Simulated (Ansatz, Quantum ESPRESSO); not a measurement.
# Al2O2, 1 layer: response to a perpendicular field, part 3 of 5

Wanted: polarisability and gap of Al2O2, 1 layer against a perpendicular field.

Quantum ESPRESSO 7.5; plane-wave DFT, PBE, SG15 norm-conserving pseudopotentials; geometry and cross-check by Ansatz 0.2.0 with PAW datasets.

So far. Step 3 (SCF with pw.x: no field): The run needed 11 iterations to bring the estimated error under 1e-09 Ry; the largest force on any atom, held or free, is 0.15 eV/Å. Step 4 (Electrostatic potential): The vacuum is flat to 0.1 meV/Å, so its level is well defined. Inside the slab the curve depends on the local part of the pseudopotentials; only the vacuum level has a meaning of its own.

**5. Bands along a path: no field**

A bands run reads the converged density and follows the path given under K_POINTS.

Input file f0.bands.in:

```
&control
  prefix = 'f0.bands'
  outdir = './out'
  pseudo_dir = './pseudo'
  calculation = 'bands'
  tefield = .true.
  dipfield = .true.
/
&system
  ibrav = 0
  nat = 4
  ntyp = 2
  ecutwfc = 60
  ecutrho = 240
  occupations = 'smearing'
  smearing = 'fd'
  degauss = 0.004
  edir = 3
  emaxpos = 0.97
  eopreg = 0.04
  eamp = 0.0
  nbnd = 23
/
&electrons
  conv_thr = 1e-07
  mixing_beta = 0.4
  electron_maxstep = 120
  mixing_mode = 'local-TF'
/
ATOMIC_SPECIES
  O   15.9990  O_ONCV_PBE-1.2.upf
  Al  26.9815  Al_ONCV_PBE-1.2.upf
CELL_PARAMETERS angstrom
  2.96594065045605 0.00000000000000 -0.00000000000000
  -1.48297032522802 2.56857994941188 0.00000000000000
  -0.00000000000000 -0.00000000000000 21.07114263470000
ATOMIC_POSITIONS crystal
  O   0.333333333333 0.666666666667 0.406342977685
  Al  0.000000000000 -0.000000000000 0.437788099208
  Al  0.000000000000 -0.000000000000 0.562211901822
  O   0.333333333333 0.666666666667 0.593657021285
K_POINTS crystal_b
4
  0.0000000000 0.0000000000 0.0000000000 14
  0.5000000000 0.0000000000 0.0000000000 14
  0.3333333333 0.3333333333 0.0000000000 14
  0.0000000000 0.0000000000 0.0000000000 1
```

The run is started by

```sh
$ cp -r out/f0.save out/f0.bands.save
$ cp out/f0.xml out/f0.bands.xml
$ OMP_NUM_THREADS=1 mpirun -n 4 pw.x -nk 4 -in f0.bands.in > f0.bands.out
```

Output:

```text
[banner, memory and clock lines left out]
Program PWSCF v.7.5 starts

          URL

     Presently no symmetry can be used with electric field

     Atomic positions and unit cell read from directory:
     ./out/f0.bands.save/

     G-vector sticks info

     bravais-lattice index     =            0
     lattice parameter (alat)  =       5.6048  a.u.
     unit-cell volume          =    1083.2788 (a.u.)^3
     number of atoms/cell      =            4
     number of atomic types    =            2
     number of electrons       =        34.00
     number of Kohn-Sham states=           23
     kinetic-energy cutoff     =      60.0000  Ry
     charge density cutoff     =     240.0000  Ry
     Exchange-correlation= PBE
                           (   1   4   3   4   0   0   0)

     celldm(1)=   5.604816  celldm(2)=   0.000000  celldm(3)=   0.000000
     celldm(4)=   0.000000  celldm(5)=   0.000000  celldm(6)=   0.000000

     crystal axes: (cart. coord. in units of alat)
               a(1) = (   1.000000   0.000000  -0.000000 )
               a(2) = (  -0.500000   0.866025   0.000000 )
               a(3) = (  -0.000000  -0.000000   7.104371 )

     reciprocal axes: (cart. coord. in units 2 pi/alat)
               b(1) = (  1.000000  0.577350  0.000000 )
               b(2) = (  0.000000  1.154701  0.000000 )
               b(3) = (  0.000000  0.000000  0.140758 )

     PseudoPot. # 1 for O  read from file:
     ./pseudo/O_ONCV_PBE-1.2.upf
     Pseudo is Norm-conserving, Zval =  6.0
     Generated using ONCVPSP code by D. R. Hamann
     Using radial grid of  602 points,  4 beta functions with:
                l(1) =   0
                l(2) =   0
                l(3) =   1
                l(4) =   1

     PseudoPot. # 2 for Al read from file:
     ./pseudo/Al_ONCV_PBE-1.2.upf
     Pseudo is Norm-conserving, Zval = 11.0
     Generated using ONCVPSP code by D. R. Hamann
     Using radial grid of  602 points,  4 beta functions with:
                l(1) =   0
                l(2) =   0
                l(3) =   1
                l(4) =   1

     atomic species   valence    mass     pseudopotential
     O                 6.00    15.99900     O ( 1.00)
     Al               11.00    26.98150     Al( 1.00)

     No symmetry found

   Cartesian axes

     site n.     atom                  positions (alat units)
         1        O      tau(   1) = (  -0.0000000   0.5773503   2.8868113  )
         2        Al     tau(   2) = (   0.0000000   0.0000000   3.1102091  )
         3        Al     tau(   3) = (   0.0000000   0.0000000   3.9941619  )
         4        O      tau(   4) = (  -0.0000000   0.5773503   4.2175597  )

     number of k points=    43  Fermi-Dirac smearing, width (Ry)=  0.0040
                       cart. coord. in units 2pi/alat
        k(    1) = (   0.0000000   0.0000000   0.0000000), wk =   0.0465116
        k(    2) = (   0.0357143   0.0206197   0.0000000), wk =   0.0465116
        k(    3) = (   0.0714286   0.0412393   0.0000000), wk =   0.0465116
        k(    4) = (   0.1071429   0.0618590   0.0000000), wk =   0.0465116
        k(    5) = (   0.1428571   0.0824786   0.0000000), wk =   0.0465116
        k(    6) = (   0.1785714   0.1030983   0.0000000), wk =   0.0465116
        k(    7) = (   0.2142857   0.1237179   0.0000000), wk =   0.0465116
        k(    8) = (   0.2500000   0.1443376   0.0000000), wk =   0.0465116
        k(    9) = (   0.2857143   0.1649572   0.0000000), wk =   0.0465116
        k(   10) = (   0.3214286   0.1855769   0.0000000), wk =   0.0465116
        k(   11) = (   0.3571429   0.2061965   0.0000000), wk =   0.0465116
        k(   12) = (   0.3928571   0.2268162   0.0000000), wk =   0.0465116
        k(   13) = (   0.4285714   0.2474358   0.0000000), wk =   0.0465116
        k(   14) = (   0.4642857   0.2680555   0.0000000), wk =   0.0465116
        k(   15) = (   0.5000000   0.2886751   0.0000000), wk =   0.0465116
        k(   16) = (   0.4880952   0.3092948   0.0000000), wk =   0.0465116
        k(   17) = (   0.4761905   0.3299144   0.0000000), wk =   0.0465116
        k(   18) = (   0.4642857   0.3505341   0.0000000), wk =   0.0465116
        k(   19) = (   0.4523810   0.3711537   0.0000000), wk =   0.0465116
        k(   20) = (   0.4404762   0.3917734   0.0000000), wk =   0.0465116
        k(   21) = (   0.4285714   0.4123930   0.0000000), wk =   0.0465116
        k(   22) = (   0.4166667   0.4330127   0.0000000), wk =   0.0465116
        k(   23) = (   0.4047619   0.4536324   0.0000000), wk =   0.0465116
        k(   24) = (   0.3928571   0.4742520   0.0000000), wk =   0.0465116
        k(   25) = (   0.3809524   0.4948717   0.0000000), wk =   0.0465116
        k(   26) = (   0.3690476   0.5154913   0.0000000), wk =   0.0465116
        k(   27) = (   0.3571429   0.5361110   0.0000000), wk =   0.0465116
        k(   28) = (   0.3452381   0.5567306   0.0000000), wk =   0.0465116
        k(   29) = (   0.3333333   0.5773503   0.0000000), wk =   0.0465116
        k(   30) = (   0.3095238   0.5361110   0.0000000), wk =   0.0465116
        k(   31) = (   0.2857143   0.4948717   0.0000000), wk =   0.0465116
        k(   32) = (   0.2619048   0.4536324   0.0000000), wk =   0.0465116
        k(   33) = (   0.2380952   0.4123930   0.0000000), wk =   0.0465116
        k(   34) = (   0.2142857   0.3711537   0.0000000), wk =   0.0465116
        k(   35) = (   0.1904762   0.3299144   0.0000000), wk =   0.0465116
        k(   36) = (   0.1666667   0.2886751   0.0000000), wk =   0.0465116
        k(   37) = (   0.1428571   0.2474358   0.0000000), wk =   0.0465116
        k(   38) = (   0.1190476   0.2061965   0.0000000), wk =   0.0465116
        k(   39) = (   0.0952381   0.1649572   0.0000000), wk =   0.0465116
        k(   40) = (   0.0714286   0.1237179   0.0000000), wk =   0.0465116
        k(   41) = (   0.0476190   0.0824786   0.0000000), wk =   0.0465116
        k(   42) = (   0.0238095   0.0412393   0.0000000), wk =   0.0465116
        k(   43) = (   0.0000000   0.0000000   0.0000000), wk =   0.0465116

     Dense  grid:    67943 G-vectors     FFT dimensions: (  27,  27, 200)

     The potential is recalculated from file :
     ./out/f0.bands.save/charge-density

     Adding external electric field

     Computed dipole along edir(3) :
        Dipole                0.0000 Ry au,          0.0001 Debye
        Dipole field          0.0000 Ry au,

        Potential amp.       -0.0000 Ry
        Total length         38.2259 bohr

     Starting wfcs are random

     Band Structure Calculation
     Davidson diagonalization with overlap

     ethr =  2.94E-10,  avg # of iterations = 46.0

     End of band structure calculation

[...]
-103.8086-103.8079 -65.3370 -65.3356 -65.3268 -65.3255 -65.2544 -65.2388
   -20.3319 -20.3029  -8.9588  -8.6911  -5.8725  -5.8338  -5.5304  -4.8980
    -1.5258   0.6383   3.8664   6.3323   6.4841   7.9578   8.0471

          k = 0.4881 0.3093 0.0000 (  8516 PWs)   bands (ev):

  -103.8085-103.8077 -65.3370 -65.3355 -65.3268 -65.3255 -65.2544 -65.2388
   -20.3305 -20.3015  -8.9526  -8.6848  -5.8930  -5.8510  -5.5250  -4.8959
    -1.5193   0.6474   3.8843   6.3450   6.4877   7.9222   7.9594

          k = 0.4762 0.3299 0.0000 (  8516 PWs)   bands (ev):

  -103.8086-103.8076 -65.3369 -65.3355 -65.3270 -65.3256 -65.2544 -65.2388
   -20.3267 -20.2980  -8.9345  -8.6679  -5.9528  -5.9021  -5.5113  -4.8913
    -1.5001   0.6730   3.9364   6.3819   6.4874   7.6454   7.9618

          k = 0.4643 0.3505 0.0000 (  8518 PWs)   bands (ev):

  -103.8086-103.8075 -65.3368 -65.3354 -65.3272 -65.3259 -65.2544 -65.2388
   -20.3206 -20.2921  -8.9044  -8.6404  -6.0470  -5.9843  -5.4909  -4.8837
    -1.4682   0.7132   4.0193   6.4379   6.4431   7.3652   7.9648

          k = 0.4524 0.3712 0.0000 (  8517 PWs)   bands (ev):

  -103.8087-103.8074 -65.3367 -65.3352 -65.3275 -65.3262 -65.2544 -65.2387
   -20.3124 -20.2841  -8.8624  -8.6016  -6.1694  -6.0941  -5.4662  -4.8741
    -1.4240   0.7638   4.1283   6.2558   6.5283   7.2138   7.9683

          k = 0.4405 0.3918 0.0000 (  8505 PWs)   bands (ev):

  -103.8086-103.8073 -65.3365 -65.3350 -65.3279 -65.3265 -65.2543 -65.2387
   -20.3020 -20.2744  -8.8089  -8.5518  -6.3141  -6.2277  -5.4384  -4.8610
    -1.3679   0.8202   4.2567   5.9352   6.6364   7.2175   7.9715

          k = 0.4286 0.4124 0.0000 (  8495 PWs)   bands (ev):

  -103.8086-103.8070 -65.3362 -65.3348 -65.3283 -65.3270 -65.2543 -65.2387
   -20.2906 -20.2629  -8.7442  -8.4914  -6.4787  -6.3777  -5.4073  -4.8472
    -1.3007   0.8769   4.3977   5.5564   6.7653   7.3045   7.9728

          k = 0.4167 0.4330 0.0000 (  8507 PWs)   bands (ev):

  -103.8086-103.8072 -65.3360 -65.3345 -65.3288 -65.3275 -65.2543 -65.2387
   -20.2781 -20.2511  -8.6689  -8.4216  -6.6554  -6.5430  -5.3750  -4.8324
    -1.2232   0.9278   4.5430   5.1729   6.9105   7.4244   7.9704

          k = 0.4048 0.4536 0.0000 (  8515 PWs)   bands (ev):

  -103.8088-103.8071 -65.3357 -65.3342 -65.3294 -65.3280 -65.2543 -65.2387
   -20.2654 -20.2386  -8.5830  -8.3419  -6.8410  -6.7158  -5.3413  -4.8166
    -1.1370   0.9663   4.6866   4.8114   7.0670   7.5523   7.9643

          k = 0.3929 0.4743 0.0000 (  8521 PWs)   bands (ev):

  -103.8088-103.8071 -65.3353 -65.3339 -65.3299 -65.3286 -65.2543 -65.2387
   -20.2525 -20.2265  -8.4871  -8.2531  -7.0287  -6.8933  -5.3075  -4.8004
    -1.0442   0.9870   4.4887   4.8211   7.2250   7.6737   7.9543

          k = 0.3810 0.4949 0.0000 (  8515 PWs)   bands (ev):

  -103.8088-103.8070 -65.3350 -65.3335 -65.3305 -65.3291 -65.2542 -65.2386
   -20.2402 -20.2150  -8.3817  -8.1556  -7.2145  -7.0689  -5.2754  -4.7851
    -0.9481   0.9853   4.2173   4.9412   7.3728   7.7795   7.9438

          k = 0.3690 0.5155 0.0000 (  8515 PWs)   bands (ev):

  -103.8088-103.8070 -65.3346 -65.3332 -65.3310 -65.3297 -65.2542 -65.2386
   -20.2295 -20.2050  -8.2672  -8.0496  -7.3954  -7.2400  -5.2474  -4.7720
    -0.8542   0.9602   4.0061   5.0407   7.4929   7.8647   7.9402

          k = 0.3571 0.5361 0.0000 (  8503 PWs)   bands (ev):

  -103.8089-103.8067 -65.3343 -65.3329 -65.3315 -65.3301 -65.2542 -65.2386
   -20.2212 -20.1967  -8.1455  -7.9363  -7.5670  -7.4013  -5.2235  -4.7624
    -0.7709   0.9187   3.8601   5.1156   7.5704   7.9271   7.9526

          k = 0.3452 0.5567 0.0000 (  8523 PWs)   bands (ev):

  -103.8090-103.8069 -65.3340 -65.3326 -65.3319 -65.3305 -65.2542 -65.2386
   -20.2157 -20.1918  -8.0181  -7.8174  -7.7260  -7.5526  -5.2091  -4.7560
    -0.7104   0.8765   3.7766   5.1604   7.6027   7.9658   7.9765

          k = 0.3333 0.5774 0.0000 (  8541 PWs)   bands (ev):

  -103.8092-103.8071 -65.3339 -65.3325 -65.3320 -65.3306 -65.2542 -65.2386
   -20.2139 -20.1902  -7.9130  -7.8419  -7.7059  -7.6757  -5.2044  -4.7544
    -0.6873   0.8570   3.7504   5.1751   7.6088   7.9792   7.9901

          k = 0.3095 0.5361 0.0000 (  8523 PWs)   bands (ev):

  -103.8089-103.8070 -65.3342 -65.3328 -65.3316 -65.3302 -65.2542 -65.2386
   -20.2229 -20.1986  -8.1223  -7.9116  -7.5875  -7.4237  -5.2307  -4.7652
    -0.7858   0.9626   3.8352   5.1215   7.6024   7.8960   7.9162

          k = 0.2857 0.4949 0.0000 (  8523 PWs)   bands (ev):

  -103.8088-103.8071 -65.3346 -65.3332 -65.3307 -65.3293 -65.2542 -65.2387
   -20.2527 -20.2269  -8.2850  -8.0524  -7.2875  -7.1444  -5.3218  -4.8019
    -1.0235   1.2686   4.0464   4.9849   7.5006   7.6786   7.7006

          k = 0.2619 0.4536 0.0000 (  8523 PWs)   bands (ev):

  -103.8088-103.8073 -65.3347 -65.3332 -65.3297 -65.3284 -65.2543 -65.2387
   -20.3053 -20.2769  -8.3617  -8.1034  -6.9826  -6.8610  -5.4820  -4.8686
    -1.2922   1.7097   4.3398   4.8022   7.0577   7.3425   7.6707

          k = 0.2381 0.4124 0.0000 (  8527 PWs)   bands (ev):

  -103.8089-103.8074 -65.3344 -65.3329 -65.3288 -65.3274 -65.2544 -65.2388
   -20.3801 -20.3489  -8.3513  -8.0636  -6.6822  -6.5818  -5.7028  -4.9630
    -1.5361   2.2402   4.5836   4.6796   6.5602   6.9275   7.6910

          k = 0.2143 0.3712 0.0000 (  8509 PWs)   bands (ev):

  -103.8089-103.8074 -65.3337 -65.3323 -65.3278 -65.3265 -65.2546 -65.2390
   -20.4747 -20.4392  -8.2614  -7.9297  -6.3970  -6.3154  -5.9596  -5.0823
    -1.7456   2.8375   4.3161   5.0004   6.1103   6.5748   7.4834

          k = 0.1905 0.3299 0.0000 (  8519 PWs)   bands (ev):

  -103.8090-103.8079 -65.3326 -65.3312 -65.3269 -65.3256 -65.2548 -65.2391
   -20.5844 -20.5443  -8.1098  -7.7112  -6.2218  -6.1321  -6.0705  -5.2211
    -1.9307   3.4857   3.9743   5.1302   5.7412   6.4616   6.8958

          k = 0.1667 0.2887 0.0000 (  8495 PWs)   bands (ev):

  -103.8091-103.8078 -65.3313 -65.3299 -65.3261 -65.3248 -65.2550 -65.2393
   -20.7021 -20.6574  -7.9335  -7.4171  -6.4293  -5.9013  -5.8518  -5.3680
    -2.1015   3.5592   4.1490   4.9786   5.4388   6.2253   6.9022

          k = 0.1429 0.2474 0.0000 (  8481 PWs)   bands (ev):

  -103.8093-103.8078 -65.3298 -65.3284 -65.3254 -65.3241 -65.2552 -65.2395
   -20.8218 -20.7722  -7.8042  -7.0640  -6.5146  -5.7023  -5.6670  -5.5136
    -2.2676   3.0962   4.4616   5.0479   5.1643   5.7777   6.5848

          k = 0.1190 0.2062 0.0000 (  8457 PWs)   bands (ev):

  -103.8092-103.8079 -65.3282 -65.3268 -65.3248 -65.3235 -65.2554 -65.2397
   -20.9357 -20.8823  -7.7932  -6.6726  -6.4091  -5.6630  -5.5370  -5.5003
    -2.4331   2.6152   4.1958   4.8993   5.2424   5.7112   6.3044

          k = 0.0952 0.1650 0.0000 (  8457 PWs)   bands (ev):

  -103.8093-103.8082 -65.3267 -65.3253 -65.3243 -65.3230 -65.2556 -65.2398
   -21.0387 -20.9811  -7.8801  -6.2731  -6.1486  -5.7753  -5.4091  -5.3800
    -2.5992   2.1456   3.8921   4.6518   4.9253   5.6880   6.0729

          k = 0.0714 0.1237 0.0000 (  8423 PWs)   bands (ev):

  -103.8091-103.8081 -65.3253 -65.3240 -65.3239 -65.3226 -65.2557 -65.2400
   -21.1241 -21.0634  -7.9939  -5.9907  -5.8231  -5.7645  -5.3133  -5.2884
    -2.7618   1.7145   3.6218   4.4404   4.6417   5.4347   5.8857

          k = 0.0476 0.0825 0.0000 (  8413 PWs)   bands (ev):

  -103.8092-103.8081 -65.3243 -65.3236 -65.3230 -65.3223 -65.2558 -65.2401
   -21.1887 -21.1249  -8.0931  -6.0099  -5.5137  -5.4833  -5.2486  -5.2240
    -2.9129   1.3570   3.4058   4.2797   4.4292   5.2203   5.7455

          k = 0.0238 0.0412 0.0000 (  8399 PWs)   bands (ev):

  -103.8093-103.8080 -65.3236 -65.3234 -65.3223 -65.3222 -65.2559 -65.2402
   -21.2285 -21.1631  -8.1576  -6.0504  -5.2846  -5.2572  -5.2102  -5.1870
    -3.0278   1.1149   3.2645   4.1800   4.2982   5.0858   5.6587

          k = 0.0000 0.0000 0.0000 (  8379 PWs)   bands (ev):

  -103.8091-103.8079 -65.3234 -65.3234 -65.3221 -65.3221 -65.2559 -65.2402
   -21.2418 -21.1760  -8.1804  -6.0652  -5.1970  -5.1970  -5.1733  -5.1733
    -3.0736   1.0284   3.2146   4.1461   4.2540   5.0403   5.6292

     XML data file, pseudopotentials, collected wavefunctions

                                        0.00s GPU  (     526 calls)
```

Wall time 26 s (4 MPI ranks of Arm Neoverse V2, shared host); peak memory 0.3 GiB.

This step gave:

| Item | Value |
| --- | --- |
| conduction bottom, on the run's zero | 0.6383 eV |

Band numbers count within the set of bands kept for display. Electronic bands along the path, in eV, zero at the highest filled level of the SCF mesh; v1 is the highest filled band, c1 the lowest empty one:

| point | v4 | v3 | v2 | v1 | c1 | c2 | c3 | c4 |
| --- | --- | --- | --- | --- | --- | --- | --- | --- |
| Γ | -4.51 | -4.49 | -4.49 | -2.39 | 1.72 | 3.90 | 4.83 | 4.94 |
| halfway | -4.86 | -4.84 | -4.83 | -1.59 | 3.72 | 4.65 | 5.87 | 5.87 |
| M | -5.15 | -4.84 | -4.21 | -0.84 | 1.33 | 4.55 | 7.02 | 7.17 |
| halfway | -5.86 | -4.69 | -4.15 | -0.54 | 1.62 | 5.23 | 5.86 | 7.60 |
| K | -6.99 | -4.52 | -4.07 | 0.00 | 1.54 | 4.44 | 5.86 | 8.30 |
| halfway | -5.21 | -5.16 | -4.68 | -1.41 | 4.25 | 4.84 | 5.67 | 6.13 |
| Γ | -4.51 | -4.49 | -4.49 | -2.39 | 1.72 | 3.90 | 4.83 | 4.94 |

Along this path the valence top lies at K and the conduction bottom at M.

**6. Ground state: field 0.1 V/Å**

eamp is the field in Hartree atomic units (1 a.u. = 51.42 V/Å). With dipfield on, it is the field in the vacuum beside an isolated sheet. The run starts from the density of the one before.

Input file f1.in:

```
&control
  prefix = 'f1'
  outdir = './out'
  pseudo_dir = './pseudo'
  calculation = 'scf'
  tprnfor = .true.
  tefield = .true.
  dipfield = .true.
/
&system
  ibrav = 0
  nat = 4
  ntyp = 2
  ecutwfc = 60
  ecutrho = 240
  occupations = 'smearing'
  smearing = 'fd'
  degauss = 0.004
  edir = 3
  emaxpos = 0.97
  eopreg = 0.04
  eamp = 0.00194469
/
&electrons
  conv_thr = 1e-09
  mixing_beta = 0.4
  electron_maxstep = 120
  mixing_mode = 'plain'
  startingpot = 'file'
/
ATOMIC_SPECIES
  O   15.9990  O_ONCV_PBE-1.2.upf
  Al  26.9815  Al_ONCV_PBE-1.2.upf
CELL_PARAMETERS angstrom
  2.96594065045605 0.00000000000000 -0.00000000000000
  -1.48297032522802 2.56857994941188 0.00000000000000
  -0.00000000000000 -0.00000000000000 21.07114263470000
ATOMIC_POSITIONS crystal
  O   0.333333333333 0.666666666667 0.406342977685
  Al  0.000000000000 -0.000000000000 0.437788099208
  Al  0.000000000000 -0.000000000000 0.562211901822
  O   0.333333333333 0.666666666667 0.593657021285
K_POINTS automatic
  12 12 1 0 0 0
```

The run is started by

```sh
$ cp -r out/f0.save out/f1.save
$ OMP_NUM_THREADS=1 mpirun -n 4 pw.x -nk 4 -in f1.in > f1.out
```

Output:

```text
[banner, memory and clock lines left out]
Program PWSCF v.7.5 starts
[...]
number of electrons       =        34.00
     number of Kohn-Sham states=           21
     kinetic-energy cutoff     =      60.0000  Ry
     charge density cutoff     =     240.0000  Ry
[...]
number of k points=    74  Fermi-Dirac smearing, width (Ry)=  0.0040
[...]
Dense  grid:    67943 G-vectors     FFT dimensions: (  27,  27, 200)
     The initial density is read from file :
[...]
Starting wfcs are random
[...]
estimated scf accuracy    <       0.00143171 Ry
[...]
estimated scf accuracy    <       0.00208519 Ry
[...]
estimated scf accuracy    <       0.00000093 Ry
[...]
estimated scf accuracy    <       0.00000086 Ry
[...]
estimated scf accuracy    <       0.00000022 Ry
[...]
estimated scf accuracy    <       0.00000003 Ry
[...]
estimated scf accuracy    <          1.5E-09 Ry
[...]
Computed dipole along edir(3) :
        Dipole                0.0382 Ry au,          0.0970 Debye
        Dipole field          0.0004 Ry au,
        E field amplitude [Ha a.u.]:  1.9447E-03
        Potential amp.        0.1148 Ry
        Total length         38.2259 bohr
[...]
the Fermi energy is    -0.0206 ev
!    total energy              =    -341.05521498 Ry
     estimated scf accuracy    <          7.2E-10 Ry
     smearing contrib. (-TS)   =      -0.00000002 Ry
     internal energy E=F+TS    =    -341.05521496 Ry
[...]
one-electron contribution =   -2105.90040300 Ry
     hartree contribution      =    1032.53943519 Ry
     xc contribution           =     -45.65618339 Ry
     ewald contribution        =     777.96206775 Ry
     electric field correction =      -0.00013152 Ry
     convergence has been achieved in   8 iterations
[...]
Total force =     0.010031     Total SCF correction =     0.000076
[...]
```

Wall time 50 s (4 MPI ranks); peak memory 0.54 GiB; 3.3 min of CPU time.

Numbers from this step:

* free energy: -4640.2926 eV
* Fermi energy: -0.0206 eV
* dipole along the normal: 0.02019 e·Å
* valence top, on the run's zero: -0.6714 eV
* conduction bottom, on the run's zero: 0.6541 eV

The dipole goes from 0.0000 to 0.0202 e Å, 0.2017 e Å per V/Å.

**7. Potential by pp.x**

Input file f1.pot.in:

```
&inputpp
  prefix = 'f1'
  outdir = './out'
  filplot = 'f1.pot.dat'
  plot_num = 11
/
```

The run is started by

```sh
$ OMP_NUM_THREADS=1 mpirun -n 4 pp.x -in f1.pot.in > f1.pot.out
```

Elapsed: 0.66 s, on 4 MPI ranks; peak memory 0.1 GiB.

Numbers from this step:

```
slope of the potential above                                          : 0.1001 eV/Å
upper vacuum line continued to the top atoms, over the valence top    : 4.945 eV
slope of the potential below                                          : 0.09988 eV/Å
lower vacuum line continued to the bottom atoms, over the valence top : 5.030 eV
```

The slope in the vacuum is 0.100 eV/Å for an applied 0.10 V/Å, as it should be.

(Part 3 of 5 ends here.)

[Logs are printed without paths, hosts, clocks, repeated set-up lines and the standing remarks that a program may print on its own settings, such as how far it seeks lower states.]

[Hosts, paths, dates, database ids (printed as entryN), source tags and the programs' standing remarks are cut or masked in the printed files.]

[Maps of the electrostatic potential energy from Ansatz leave out the sawtooth potential of an applied field or a dipole correction, so their vacuum need not be flat; planar profiles and work functions include it.]
